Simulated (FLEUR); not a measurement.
# FeGe: which magnetic order is lowest

Aim: find out whether FeGe carries moments, and which collinear order costs least.

Calculated with FLEUR MaX-R8.1; PBEsol; all-electron FLAPW, Dirac cores, scalar-relativistic bands.

The database entry behind the starting cell differs from later determinations by our own check (about 0.2 % short), so it need not match the best structure at ambient conditions.

### 1. The starting structure

It takes space group P2_13 (No. 198, cubic). Conventional cell: a = 4.689 Å, b = 4.689 Å, c = 4.689 Å, α = 90.00°, β = 90.00°, γ = 90.00°. Fe has 7 Ge at 2.38 to 2.64 Å nearest. Nearest to Ge lie 7 Fe at 2.38 to 2.64 Å. Farther neighbours are not listed.

Coordinates:

```cif
data_structure
_symmetry_space_group_name_H-M 'P2_13'
_symmetry_Int_Tables_number 198
_cell_length_a 4.6890
_cell_length_b 4.6890
_cell_length_c 4.6890
_cell_angle_alpha 90.000
_cell_angle_beta 90.000
_cell_angle_gamma 90.000
_cell_volume 103.10
loop_
_atom_site_label
_atom_site_type_symbol
_atom_site_symmetry_multiplicity
_atom_site_Wyckoff_symbol
_atom_site_fract_x
_atom_site_fract_y
_atom_site_fract_z
_atom_site_occupancy
Fe1 Fe 4 a 0.13500 0.13500 0.13500 1
Ge1 Ge 4 a 0.84200 0.84200 0.84200 1
```

### 2. Start 1: ferro ++++

The parallel start is the test of whether parallel moments hold.

inpgen writes inp.xml from crystal.txt; cutoffs, mixing, functional, smearing and local orbitals are then set in the file. The k list default-1 (kpts.xml, not shown) is a Γ-centred 6×6×6 mesh; where the ranks do not divide the number of points, some are split in two of half the weight.

The input, inp.xml:

```
<?xml version="1.0" encoding="UTF-8" standalone="no"?>
<fleurInput fleurInputVersion="0.39">
   <comment>
      FeGe
   </comment>
   <calculationSetup>
      <cutoffs Kmax="3.74" Gmax="11.2" GmaxXC="11.2" numbands="0"/>
      <scfLoop itmax="90" minDistance="0.00002" maxIterBroyd="15" imix="Anderson" alpha="0.05" precondParam="0.0" spinf="2.0" sdNocoIR="T"/>
      <coreElectrons ctail="T" frcor="F" kcrel="0" coretail_lmax="0"/>
      <xcFunctional name="PBEs" relativisticCorrections="F"/>
      <magnetism jspins="2"/>
      <soc l_soc="F" theta="0.0" phi="0.0" spav="F"/>
      <expertModes spex="0" secvar="F"/>
      <geometryOptimization l_f="F" forcealpha="1.0" forcemix="BFGS" epsdisp="0.00001" epsforce="0.00001"/>
      <ldaU l_linMix="F" mixParam="0.05" spinf="1.0"/>
   </calculationSetup>
   <cell>
      <bzIntegration valenceElectrons="120.0" mode="hist" fermiSmearingEnergy="0.00110248">
         <kPointListSelection listName="default-1"/>
         <xi:include xmlns:xi="http://www.w3.org/2001/XInclude" href="kpts.xml"> </xi:include>
      </bzIntegration>
      <xi:include xmlns:xi="http://www.w3.org/2001/XInclude" href="sym.xml"> </xi:include>
      <bulkLattice scale="1.0">
         <bravaisMatrix>
            <row-1>    8.8609257982493990     0.0000000000000000     0.0000000000000000</row-1>
            <row-2>    0.0000000000000000     8.8609257982493990     0.0000000000000000</row-2>
            <row-3>    0.0000000000000000     0.0000000000000000     8.8609257982493990</row-3>
         </bravaisMatrix>
      </bulkLattice>
   </cell>
   <atomSpecies>
      <species name="Iron (Fe) 2.800" element="Fe" atomicNumber="26">
         <mtSphere radius="2.19" gridPoints="725" logIncrement="0.017"/>
         <atomicCutoffs lmax="8" lnonsphr="6"/>
         <electronConfig flipSpins="F">
            <coreConfig>(1s1/2) (2s1/2) (2p1/2) (2p3/2)</coreConfig>
            <valenceConfig>(3s1/2) (3p1/2) (3p3/2) (4s1/2) (3d3/2) (3d5/2)</valenceConfig>
            <stateOccupation state="(3d3/2)" spinUp="1.4" spinDown="1.0"/>
            <stateOccupation state="(3d5/2)" spinUp="3.0" spinDown="0.6"/>
         </electronConfig>
         <energyParameters s="4" p="4" d="3" f="4"/>
         <lo type="SCLO" l="0" n="3" eDeriv="0"/>
         <lo type="SCLO" l="1" n="3" eDeriv="0"/>
      </species>
      <species name="Germanium (Ge)" element="Ge" atomicNumber="32">
         <mtSphere radius="2.19" gridPoints="725" logIncrement="0.017"/>
         <atomicCutoffs lmax="8" lnonsphr="6"/>
         <electronConfig flipSpins="F">
            <coreConfig>(1s1/2) (2s1/2) (2p1/2) (2p3/2) (3s1/2) (3p1/2) (3p3/2)</coreConfig>
            <valenceConfig>(4s1/2) (3d3/2) (3d5/2) (4p1/2) (4p3/2)</valenceConfig>
            <stateOccupation state="(4p1/2)" spinUp="0.333333" spinDown="0.333333"/>
            <stateOccupation state="(4p3/2)" spinUp="0.666667" spinDown="0.666667"/>
         </electronConfig>
         <energyParameters s="4" p="4" d="3" f="4"/>
      </species>
   </atomSpecies>
   <atomGroups>
      <atomGroup species="Iron (Fe) 2.800">
         <relPos label="                   1">.1350000000 .1350000000 .1350000000</relPos>
         <relPos label="                   2">.3650000000 -.1350000000 -.3650000000</relPos>
         <relPos label="                   3">-.3650000000 .3650000000 -.1350000000</relPos>
         <relPos label="                   4">-.1350000000 -.3650000000 .3650000000</relPos>
         <force calculate="T" relaxXYZ="TTT"/>
      </atomGroup>
      <atomGroup species="Germanium (Ge)">
         <relPos label="                   5">-.1580000000 -.1580000000 -.1580000000</relPos>
         <relPos label="                   6">-.3420000000 .1580000000 .3420000000</relPos>
         <relPos label="                   7">.3420000000 -.3420000000 .1580000000</relPos>
         <relPos label="                   8">.1580000000 .3420000000 -.3420000000</relPos>
         <force calculate="T" relaxXYZ="TTT"/>
      </atomGroup>
   </atomGroups>
   <output dos="F" band="F" slice="F">
      <bandDOS minEnergy="-.5*Htr" maxEnergy="0.5*Htr" sigma="0.015" storeEVData="T"/>
      <plotting iplot="0" polar="F">
         <plot TwoD="T" vec1="  1.0  0.0  0.0" vec2="  0.0  1.0  0.0" vec3="  0.0  0.0  1.0" zero="  0.0  0.0  0.0" file="plot"/>
      </plotting>
      <moessbauerParams electricFieldGradient="F" isomerShift="F" coreHyperfine="F" valenceHyperfine="F"/>
   </output>
</fleurInput>
```

The input, crystal.txt:

```
FeGe
&input film=F cartesian=F /
4.68900000000  0.00000000000  0.00000000000
0.00000000000  4.68900000000  0.00000000000
0.00000000000  0.00000000000  4.68900000000
1.8897261246
1.0 1.0 1.0

8
26 0.13500000000  0.13500000000  0.13500000000 : 2.800
26 0.36500000000  0.86500000000  0.63500000000 : 2.800
26 0.63500000000  0.36500000000  0.86500000000 : 2.800
26 0.86500000000  0.63500000000  0.36500000000 : 2.800
32 0.84200000000  0.84200000000  0.84200000000
32 0.65800000000  0.15800000000  0.34200000000
32 0.34200000000  0.65800000000  0.15800000000
32 0.15800000000  0.34200000000  0.65800000000

&kpt div1=6 div2=6 div3=6 gamma=T /
```

Run with:

```sh
$ OMP_NUM_THREADS=1 inpgen -f crystal.txt > inpgen.log  # inp.xml is then edited as shown
$ OMP_NUM_THREADS=1 mpirun -n 4 fleur_MPI > fleur.log
```

Output:

```text
Welcome to FLEUR        (www.flapw.de)
      MaX-Release 8.1          (www.max-centre.eu)

 ========== k-point set info ==========
 Selected k-point list: default-1
 k-point list type: mesh
 6 x 6 x 6
 Number of k points: 24

 ------------Calculation Setup---------------------------
 Number of MPI-tasks      :            4
 Number of PE/node        :            4
 Number of OMP-threads    :            1
 k-points in parallel     :            4
 pe's per k-point         :            1
 No of k-point loops      :            6
 Eigenvalue solver        :       lapack
 Number of basis functions:          678
 Approximate size of matrices (H+S) per k-point:         0.014 GB
 --------------------------------------------------------
 Iteration:     1   Distance:      20.17515725 me/bohr^3
 Iteration:     2   Distance:      18.69048222 me/bohr^3
 Iteration:     3   Distance:      14.66923196 me/bohr^3
 Iteration:     4   Distance:       6.27352590 me/bohr^3
 Iteration:     5   Distance:       7.18223356 me/bohr^3
 Iteration:     6   Distance:       4.34386224 me/bohr^3
 Iteration:     7   Distance:       4.39108589 me/bohr^3
 Iteration:     8   Distance:       4.08802654 me/bohr^3
 Iteration:     9   Distance:       3.17779894 me/bohr^3
 Iteration:    10   Distance:       2.44098508 me/bohr^3
 Iteration:    11   Distance:       0.88659128 me/bohr^3
 Iteration:    12   Distance:       1.18650279 me/bohr^3
 Iteration:    13   Distance:       0.28677817 me/bohr^3
 Iteration:    14   Distance:       0.34791190 me/bohr^3
 Iteration:    15   Distance:       0.34503759 me/bohr^3
 Iteration:    16   Distance:       0.34079697 me/bohr^3
 Iteration:    17   Distance:       0.24198748 me/bohr^3
 Iteration:    18   Distance:       0.15297366 me/bohr^3
 Iteration:    19   Distance:       0.09468548 me/bohr^3
 Iteration:    20   Distance:       0.18174591 me/bohr^3
 Iteration:    21   Distance:       0.06924746 me/bohr^3
 Iteration:    22   Distance:       0.06802041 me/bohr^3
 Iteration:    23   Distance:       0.00356046 me/bohr^3
 Iteration:    24   Distance:       0.00407805 me/bohr^3
 Iteration:    25   Distance:       0.00124584 me/bohr^3
 Iteration:    26   Distance:       0.00049605 me/bohr^3
 Iteration:    27   Distance:       0.00044854 me/bohr^3
 Iteration:    28   Distance:       0.00009226 me/bohr^3
 Iteration:    29   Distance:       0.00002154 me/bohr^3
 Iteration:    30   Distance:       0.00001947 me/bohr^3

 ********************************************************************
 Run finished successfully
 Stop message:
   all done
 ********************************************************************

--- out.xml (last complete iteration) ---
<iteration numberForCurrentRun="   30" overallNumber="   30">
         <energyParameters units="Htr">
            <atomicEP atomType="1" spin="1" branch="4s" branchLowest="-2.79" branchHighest="2.23" value="0.2068179553"/>
            <atomicEP atomType="1" spin="1" branch="4p" branchLowest="-1.53" branchHighest="2.83" value="0.3352067999"/>
            <atomicEP atomType="1" spin="1" branch="3d" branchLowest="-9.99" branchHighest="0.50" value="0.3213497160"/>
            <atomicEP atomType="1" spin="1" branch="4f" branchLowest="-9.99" branchHighest="3.82" value="0.6450513277"/>
            <loAtomicEP atomType="1" spin="1" branch="3s" branchLowest="-29.43" branchHighest="-2.79" value="-2.8040314044"/>
            <loAtomicEP atomType="1" spin="1" branch="3p" branchLowest="-24.99" branchHighest="-1.53" value="-1.5632119991"/>
            <atomicEP atomType="2" spin="1" branch="4s" branchLowest="-5.62" branchHighest="1.11" value="0.0149851002"/>
            <atomicEP atomType="2" spin="1" branch="4p" branchLowest="-3.68" branchHighest="1.80" value="0.2292106043"/>
            <atomicEP atomType="2" spin="1" branch="3d" branchLowest="-9.99" branchHighest="-0.49" value="-0.5120930794"/>
            <atomicEP atomType="2" spin="1" branch="4f" branchLowest="-9.99" branchHighest="3.71" value="0.5885904881"/>
            <atomicEP atomType="1" spin="2" branch="4s" branchLowest="-2.74" branchHighest="2.26" value="0.2142150353"/>
            <atomicEP atomType="1" spin="2" branch="4p" branchLowest="-1.48" branchHighest="2.86" value="0.3408386019"/>
            <atomicEP atomType="1" spin="2" branch="3d" branchLowest="-9.99" branchHighest="0.55" value="0.3547320208"/>
            <atomicEP atomType="1" spin="2" branch="4f" branchLowest="-9.99" branchHighest="3.86" value="0.6493184722"/>
            <loAtomicEP atomType="1" spin="2" branch="3s" branchLowest="-29.41" branchHighest="-2.74" value="-2.7554421780"/>
            <loAtomicEP atomType="1" spin="2" branch="3p" branchLowest="-24.97" branchHighest="-1.48" value="-1.5157877338"/>
            <atomicEP atomType="2" spin="2" branch="4s" branchLowest="-5.62" branchHighest="1.10" value="0.0094998143"/>
            <atomicEP atomType="2" spin="2" branch="4p" branchLowest="-3.68" branchHighest="1.79" value="0.2231663500"/>
            <atomicEP atomType="2" spin="2" branch="3d" branchLowest="-9.99" branchHighest="-0.49" value="-0.5127085526"/>
            <atomicEP atomType="2" spin="2" branch="4f" branchLowest="-9.99" branchHighest="3.71" value="0.5823177311"/>
         </energyParameters>
         <bandgap value="0.0093691215" units="eV"/>
         <sumValenceSingleParticleEnergies value="-67.2986297177" units="Htr"/>
         <FermiEnergy value="0.3972494506" units="Htr"/>
         <valenceDensity>
            <mtCharges spin="1">
               <mtCharge atomType="1" total="7.9362503" s="1.1273865" p="3.1362084" d="3.6645613" f="0.0068609"/>
               <mtCharge atomType="2" total="6.0164550" s="0.5031474" p="0.5045675" d="4.9956875" f="0.0105681"/>
            </mtCharges>
            <mtCharges spin="2">
               <mtCharge atomType="1" total="6.7614368" s="1.1262535" p="3.1377300" d="2.4888766" f="0.0073482"/>
               <mtCharge atomType="2" total="6.0802393" s="0.5131625" p="0.5585104" d="4.9965718" f="0.0100195"/>
            </mtCharges>
            <spinDependentCharge spin="1" total="62.1147563" interstitial="6.3039348" mtSpheres="55.8108215"/>
            <spinDependentCharge spin="2" total="57.8852437" interstitial="6.5185395" mtSpheres="51.3667042"/>
            <totalCharge value="120.0000000000"/>
         </valenceDensity>
         <coreStates atomType="     1" atomicNumber=" 26" spin="1" kinEnergy="    574.0297643867" eigValSum="   -360.6397998176" lostElectrons=" 0.000000">
            <state n="1" l="0" j="0.5" energy="-256.2292824524" weight="1.0000000000"/>
            <state n="2" l="0" j="0.5" energy="-29.4337436194" weight="1.0000000000"/>
            <state n="2" l="1" j="0.5" energy="-25.2974402273" weight="1.0000000000"/>
            <state n="2" l="1" j="1.5" energy="-24.8396667592" weight="2.0000000000"/>
         </coreStates>
         <coreStates atomType="     1" atomicNumber=" 26" spin="2" kinEnergy="    574.2578126150" eigValSum="   -360.5662274183" lostElectrons=" 0.000000">
            <state n="1" l="0" j="0.5" energy="-256.2293227379" weight="1.0000000000"/>
            <state n="2" l="0" j="0.5" energy="-29.4112957289" weight="1.0000000000"/>
            <state n="2" l="1" j="0.5" energy="-25.2807099604" weight="1.0000000000"/>
            <state n="2" l="1" j="1.5" energy="-24.8224494955" weight="2.0000000000"/>
         </coreStates>
         <coreStates atomType="     2" atomicNumber=" 32" spin="1" kinEnergy="    992.2289255346" eigValSum="   -598.6587445499" lostElectrons=" 0.000552">
            <state n="1" l="0" j="0.5" energy="-401.8029459773" weight="1.0000000000"/>
            <state n="2" l="0" j="0.5" energy="-49.7951364239" weight="1.0000000000"/>
            <state n="2" l="1" j="0.5" energy="-44.2426508683" weight="1.0000000000"/>
            <state n="2" l="1" j="1.5" energy="-43.0728727229" weight="2.0000000000"/>
            <state n="3" l="0" j="0.5" energy="-5.6190231153" weight="1.0000000000"/>
            <state n="3" l="1" j="0.5" energy="-3.7892872056" weight="1.0000000000"/>
            <state n="3" l="1" j="1.5" energy="-3.6319777568" weight="2.0000000000"/>
         </coreStates>
         <coreStates atomType="     2" atomicNumber=" 32" spin="2" kinEnergy="    992.2264860621" eigValSum="   -598.6607040290" lostElectrons=" 0.000554">
            <state n="1" l="0" j="0.5" energy="-401.8031670273" weight="1.0000000000"/>
            <state n="2" l="0" j="0.5" energy="-49.7952292939" weight="1.0000000000"/>
            <state n="2" l="1" j="0.5" energy="-44.2428243236" weight="1.0000000000"/>
            <state n="2" l="1" j="1.5" energy="-43.0730411195" weight="2.0000000000"/>
            <state n="3" l="0" j="0.5" energy="-5.6192701353" weight="1.0000000000"/>
            <state n="3" l="1" j="0.5" energy="-3.7895787471" weight="1.0000000000"/>
            <state n="3" l="1" j="1.5" energy="-3.6322761314" weight="2.0000000000"/>
         </coreStates>
         <allElectronCharges>
            <spinDependentCharge spin="1" total="118.1147563" interstitial="6.3060966" mtSpheres="111.8086597"/>
            <spinDependentCharge spin="2" total="113.8852437" interstitial="6.5207115" mtSpheres="107.3645322"/>
            <totalCharge value="231.9999999651"/>
         </allElectronCharges>
         <magneticMomentsInMTSpheres units="muBohr">
            <globalMagMoment atomType="1" vec="0.00000   0.00000   1.17481"/>
            <localMagMoment atomType="1" vec="0.00000   0.00000   1.17481"/>
            <globalMagMoment atomType="2" vec="0.00000   0.00000  -0.06378"/>
            <localMagMoment atomType="2" vec="0.00000   0.00000  -0.06378"/>
         </magneticMomentsInMTSpheres>
         <moessbauerParams unitsHFF="kG" unitsIS="e/bohr^3" unitsEFG="Htr/bohr^2">
         </moessbauerParams>
         <totalEnergy value="   -13476.8342754663" units="Htr">
            <sumOfEigenvalues value="    -7741.4005329768">
               <coreElectrons value="-7674.1019032590"/>
               <valenceElectrons value="-67.2986297177"/>
            </sumOfEigenvalues>
            <densityCoulombPotentialIntegral value="-20765.5100843360"/>
            <densityEffectivePotentialIntegral value="-21462.9735135818"/>
            <chargeDenXCDenIntegral value="-532.0457861541"/>
            <FockExchangeEnergyValence value="0.0000000000"/>
            <FockExchangeEnergyCore value="0.0000000000"/>
            <atomTypeDependentContributions atomType="1">
               <electronNucleiInteractionDifferentMTs value="6073.5170892793"/>
               <MadelungTerm value="-47.8349320775"/>
            </atomTypeDependentContributions>
            <atomTypeDependentContributions atomType="2">
               <electronNucleiInteractionDifferentMTs value="10089.4097810743"/>
               <MadelungTerm value="-72.8446253181"/>
            </atomTypeDependentContributions>
            <tkbTimesEntropy value="0.0007846192"/>
            <freeEnergy value="-13476.8350600855"/>
            <extrapolationTo0K value="-13476.8346677759"/>
         </totalEnergy>
         <densityConvergence units="me/bohr^3">
            <chargeDensity spin="1" distance="0.0000107652"/>
            <chargeDensity spin="2" distance="0.0000139276"/>
            <overallChargeDensity distance="0.0000194684"/>
            <spinDensity distance="0.0000155150"/>
         </densityConvergence>
      </iteration>
```

Wall time 2.5 min (4 MPI ranks of Intel Xeon Platinum 8488C (Sapphire Rapids), shared host); peak memory 0.38 GiB.

Spin moment in the muffin-tin sphere by atom:

```
atom  spin moment in the muffin-tin sphere (μB)
 Fe1                                       1.17
 Fe2                                       1.17
 Fe3                                       1.17
 Fe4                                       1.17
 Ge5                                      -0.06
 Ge6                                      -0.06
 Ge7                                      -0.06
 Ge8                                      -0.06
```

Numbers from this step:

```
free energy                                                       : -366723.3642 eV
program's band gap on this mesh (in a metal only a level spacing) : 0.009369 eV
magnetization                                                     : 4.229 μB
final state                                                       : ferromagnetic, with opposed induced moments
```

After 30 cycles the largest moment stands at 1.17 μB.

[end of part 1 of 2]

[Logs and program files are shortened in this print: banners, set-up blocks, solver, clock and traceback lines can be left out without a mark of their own.]

[Logs are printed without paths, hosts, clocks, repeated set-up lines and the standing remarks that a program may print on its own settings, such as how far it seeks lower states.]

[Hosts, paths, dates, database ids (printed as entryN), source tags and the programs' standing remarks are cut or masked in the printed files.]

[Where a cell is said to come from a database of computed structures, the database is the Materials Project.]
